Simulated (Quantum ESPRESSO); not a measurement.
# Magnetic state of TiAu from several starts

Does TiAu prefer parallel or opposed moments, or none?

Method: LDA; plane waves with GBRV 1.5 LDA potentials, no spin-orbit coupling, in Quantum ESPRESSO 7.5.

Report form: the programs' logs are mostly left out.

## 1. The starting structure

Symmetry: Pmma, No. 51, orthorhombic system. The conventional cell has a = 4.615 Å, b = 2.955 Å, c = 4.948 Å, α = 90.00°, β = 90.00°, γ = 90.00°. Ti has 8 Au at 2.83 to 2.90 Å and 4 Ti at 2.91 to 2.96 Å nearest. Nearest to Au lie 8 Ti at 2.83 to 2.90 Å and 4 Au at 2.89 to 2.96 Å. Farther neighbours are not listed.

The cell comes from Materials Project 2023-11-01, a database of computed structures, and need not be the stable phase.

## 2. Run 1 (ferro ++)

The signs are those of the starting moments on the seeded atoms, the atoms that are given a moment.

Contents of pw.in:

```
&CONTROL
  calculation = 'scf'
  prefix = 'pwscf'
  outdir = './tmp'
  pseudo_dir = './pseudo'
  disk_io = 'nowf'
/
&SYSTEM
  ibrav = 0
  celldm(1) = 8
  nat = 4
  ntyp = 2
  ecutwfc = 40
  ecutrho = 280
  nbnd = 33
  occupations = 'smearing'
  smearing = 'fd'
  degauss = 0.00734986
  nspin = 2
  starting_magnetization(1) = 0.0833
  starting_magnetization(2) = 0
/
&ELECTRONS
  conv_thr = 8d-09
  electron_maxstep = 150
  mixing_beta = 0.3
/
ATOMIC_SPECIES
Ti     47.8670 ti_lda_v1.4.uspp.F.UPF
Au    196.9666 au_lda_v1.uspp.F.UPF
CELL_PARAMETERS alat
   1.0901526168627    0.0000000000000    0.0000000000000
   0.0000000000000    0.6980635076285    0.0000000000000
   0.0000000000000    0.0000000000000    1.1686805710032
ATOMIC_POSITIONS crystal
Ti      0.2500000000    0.0000000000    0.8201905100
Ti      0.7500000000    0.0000000000    0.1798094900
Au      0.2500000000    0.5000000000    0.3241104800
Au      0.7500000000    0.5000000000    0.6758895200
K_POINTS automatic
8 8 8 0 0 0
```

The run is started by

```
$ OMP_NUM_THREADS=1 mpirun -n 4 pw.x -nk 4 -in pw.in > pw.out
```

Wall time 2 min (4 MPI ranks of Arm Neoverse V2, shared host); peak memory 0.64 GiB; 8.1 min of CPU time.

Spin moment in the atom's sphere by atom:

| atom | spin moment in the atom's sphere (μB) |
| --- | --- |
| Ti1 | 0.0012 |
| Ti2 | 0.0012 |
| Au3 | 0.0001 |
| Au4 | 0.0001 |

Read from the output:

| Property | Result |
| --- | --- |
| smearing term TS | 0.1861 eV |
| magnetization | 0 μB |
| absolute magnetization | 0 μB |
| final state | non-magnetic |

## 3. Run 2 (antiferro +−)

pw.in, as its differences from that of step 2:

```diff
@@ -11,6 +11,6 @@
   nat = 4
-  ntyp = 2
+  ntyp = 3
   ecutwfc = 40
   ecutrho = 280
-  nbnd = 33
+  nbnd = 32
   occupations = 'smearing'
@@ -20,3 +20,4 @@
   starting_magnetization(1) = 0.0833
-  starting_magnetization(2) = 0
+  starting_magnetization(2) = -0.0833
+  starting_magnetization(3) = 0
 /
@@ -28,3 +29,4 @@
 ATOMIC_SPECIES
-Ti     47.8670 ti_lda_v1.4.uspp.F.UPF
+Ti1    47.8670 ti_lda_v1.4.uspp.F.UPF
+Ti2    47.8670 ti_lda_v1.4.uspp.F.UPF
 Au    196.9666 au_lda_v1.uspp.F.UPF
@@ -35,4 +37,4 @@
 ATOMIC_POSITIONS crystal
-Ti      0.2500000000    0.0000000000    0.8201905100
-Ti      0.7500000000    0.0000000000    0.1798094900
+Ti1     0.2500000000    0.0000000000    0.8201905100
+Ti2     0.7500000000    0.0000000000    0.1798094900
 Au      0.2500000000    0.5000000000    0.3241104800
```

Run time: 99 s. Hardware: 4 MPI ranks; peak memory 0.82 GiB; 6.6 min of CPU time.

Spin moment in the atom's sphere by atom:

| atom | spin moment in the atom's sphere (μB) |
| --- | --- |
| Ti1 | -0.0001 |
| Ti2 | 0.0004 |
| Au3 | 0.0000 |
| Au4 | 0.0000 |

Read from the output:

| Property | Result |
| --- | --- |
| smearing term TS | 0.1861 eV |
| magnetization | 0 μB |
| absolute magnetization | 0 μB |
| final state | non-magnetic |

## 4. Run 3 (antiferro q=(1/2,0,0) +−+−)

This order needs a doubled cell of 8 atoms. The wavevector q is in fractions of the reciprocal vectors of the crystal's primitive cell, as the cells of these inputs are built from it; moments change sign between cells as cos(2π q·R).

Contents of pw.in:

```
&CONTROL
  calculation = 'scf'
  prefix = 'pwscf'
  outdir = './tmp'
  pseudo_dir = './pseudo'
  disk_io = 'nowf'
/
&SYSTEM
  ibrav = 0
  celldm(1) = 8
  nat = 8
  ntyp = 3
  ecutwfc = 40
  ecutrho = 280
  nbnd = 59
  occupations = 'smearing'
  smearing = 'fd'
  degauss = 0.00734986
  nspin = 2
  starting_magnetization(1) = 0.0833
  starting_magnetization(2) = -0.0833
  starting_magnetization(3) = 0
/
&ELECTRONS
  conv_thr = 1.6d-08
  electron_maxstep = 150
  mixing_beta = 0.3
/
ATOMIC_SPECIES
Ti1    47.8670 ti_lda_v1.4.uspp.F.UPF
Ti2    47.8670 ti_lda_v1.4.uspp.F.UPF
Au    196.9666 au_lda_v1.uspp.F.UPF
CELL_PARAMETERS alat
   2.1803052337254    0.0000000000000    0.0000000000000
   0.0000000000000    0.6980635076285    0.0000000000000
   0.0000000000000    0.0000000000000    1.1686805710032
ATOMIC_POSITIONS crystal
Ti1     0.1250000000    0.0000000000    0.8201905100
Ti2     0.6250000000    0.0000000000    0.8201905100
Ti1     0.3750000000    0.0000000000    0.1798094900
Ti2     0.8750000000    0.0000000000    0.1798094900
Au      0.1250000000    0.5000000000    0.3241104800
Au      0.6250000000    0.5000000000    0.3241104800
Au      0.3750000000    0.5000000000    0.6758895200
Au      0.8750000000    0.5000000000    0.6758895200
K_POINTS automatic
4 8 8 0 0 0
```

It took 7.5 min on 4 MPI ranks; peak memory 1.4 GiB.

Spin moment in the atom's sphere by atom:

| atom | spin moment in the atom's sphere (μB) |
| --- | --- |
| Ti1 | -0.0001 |
| Ti2 | 0.0000 |
| Ti3 | -0.0001 |
| Ti4 | 0.0000 |
| Au5 | 0.0000 |
| Au6 | 0.0000 |
| Au7 | 0.0000 |
| Au8 | 0.0000 |

This step gave:

* smearing term TS: 0.3722 eV
* magnetization: 0 μB
* absolute magnetization: 0 μB
* final state: non-magnetic

## 5. Run 4, typed as no spin polarisation

Contents of pw.in:

```
&CONTROL
  calculation = 'scf'
  prefix = 'pwscf'
  outdir = './tmp'
  pseudo_dir = './pseudo'
  disk_io = 'nowf'
/
&SYSTEM
  ibrav = 0
  celldm(1) = 8
  nat = 4
  ntyp = 2
  ecutwfc = 40
  ecutrho = 280
  nbnd = 32
  occupations = 'smearing'
  smearing = 'fd'
  degauss = 0.00734986
/
&ELECTRONS
  conv_thr = 8d-09
  electron_maxstep = 150
  mixing_beta = 0.3
/
ATOMIC_SPECIES
Ti     47.8670 ti_lda_v1.4.uspp.F.UPF
Au    196.9666 au_lda_v1.uspp.F.UPF
CELL_PARAMETERS alat
   1.0901526168627    0.0000000000000    0.0000000000000
   0.0000000000000    0.6980635076285    0.0000000000000
   0.0000000000000    0.0000000000000    1.1686805710032
ATOMIC_POSITIONS crystal
Ti      0.2500000000    0.0000000000    0.8201905100
Ti      0.7500000000    0.0000000000    0.1798094900
Au      0.2500000000    0.5000000000    0.3241104800
Au      0.7500000000    0.5000000000    0.6758895200
K_POINTS automatic
8 8 8 0 0 0
```

Wall time 39 s (4 MPI ranks); peak memory 0.49 GiB.

Numbers from this step:

* smearing term TS: 0.1861 eV
* final state: non-magnetic (no spin polarisation)

## 6. Energies of the orders

An order is kept where moments of 0.15 μB or more survive with the typed signs; meshes match where a doubled cell samples the same k points as the first cell.

Orders:

| start | final state | typed order kept | energy over the lowest (meV a seeded atom) | largest site moment (μB) | net moment (μB a cell of the first run) | mesh matched | CPU time (s) |
| --- | --- | --- | --- | --- | --- | --- | --- |
| ferro ++ | non-magnetic | no | 0 | 0.001221 | 0.003063 | yes | 488.8 |
| antiferro +- | non-magnetic | no | 0 | 0 | 0 | yes | 394.3 |
| antiferro q=(1/2,0,0) +-+- | non-magnetic | no | 0 | 0 | 0 | yes | 1790 |
| no spin polarisation | non-magnetic | - | 0 | 0 | 0 | yes | 155.7 |

## 7. Summary of results

* lowest state found: non-magnetic (from ferro ++, antiferro +-, antiferro q=(1/2,0,0) +-+- and no spin polarisation)
* largest site moment: 0.00122 μB

**Reading.** The lowest state carries no moment, and no start kept one. This is the lowest of 4 collinear or spinless starts, no proof of the ground state. Energies are free energies at an electronic temperature of 1160 K, which lowers moments and differences where the moments are itinerant.

[Logs and program files are shortened in this print: banners, set-up blocks, solver, clock and traceback lines can be left out without a mark of their own.]

[Logs are printed without paths, hosts, clocks, repeated set-up lines and the standing remarks that a program may print on its own settings, such as how far it seeks lower states.]

[Hosts, paths, dates, database ids (printed as entryN), source tags and the programs' standing remarks are cut or masked in the printed files.]

[Where a cell is said to come from a database of computed structures, the database is the Materials Project.]
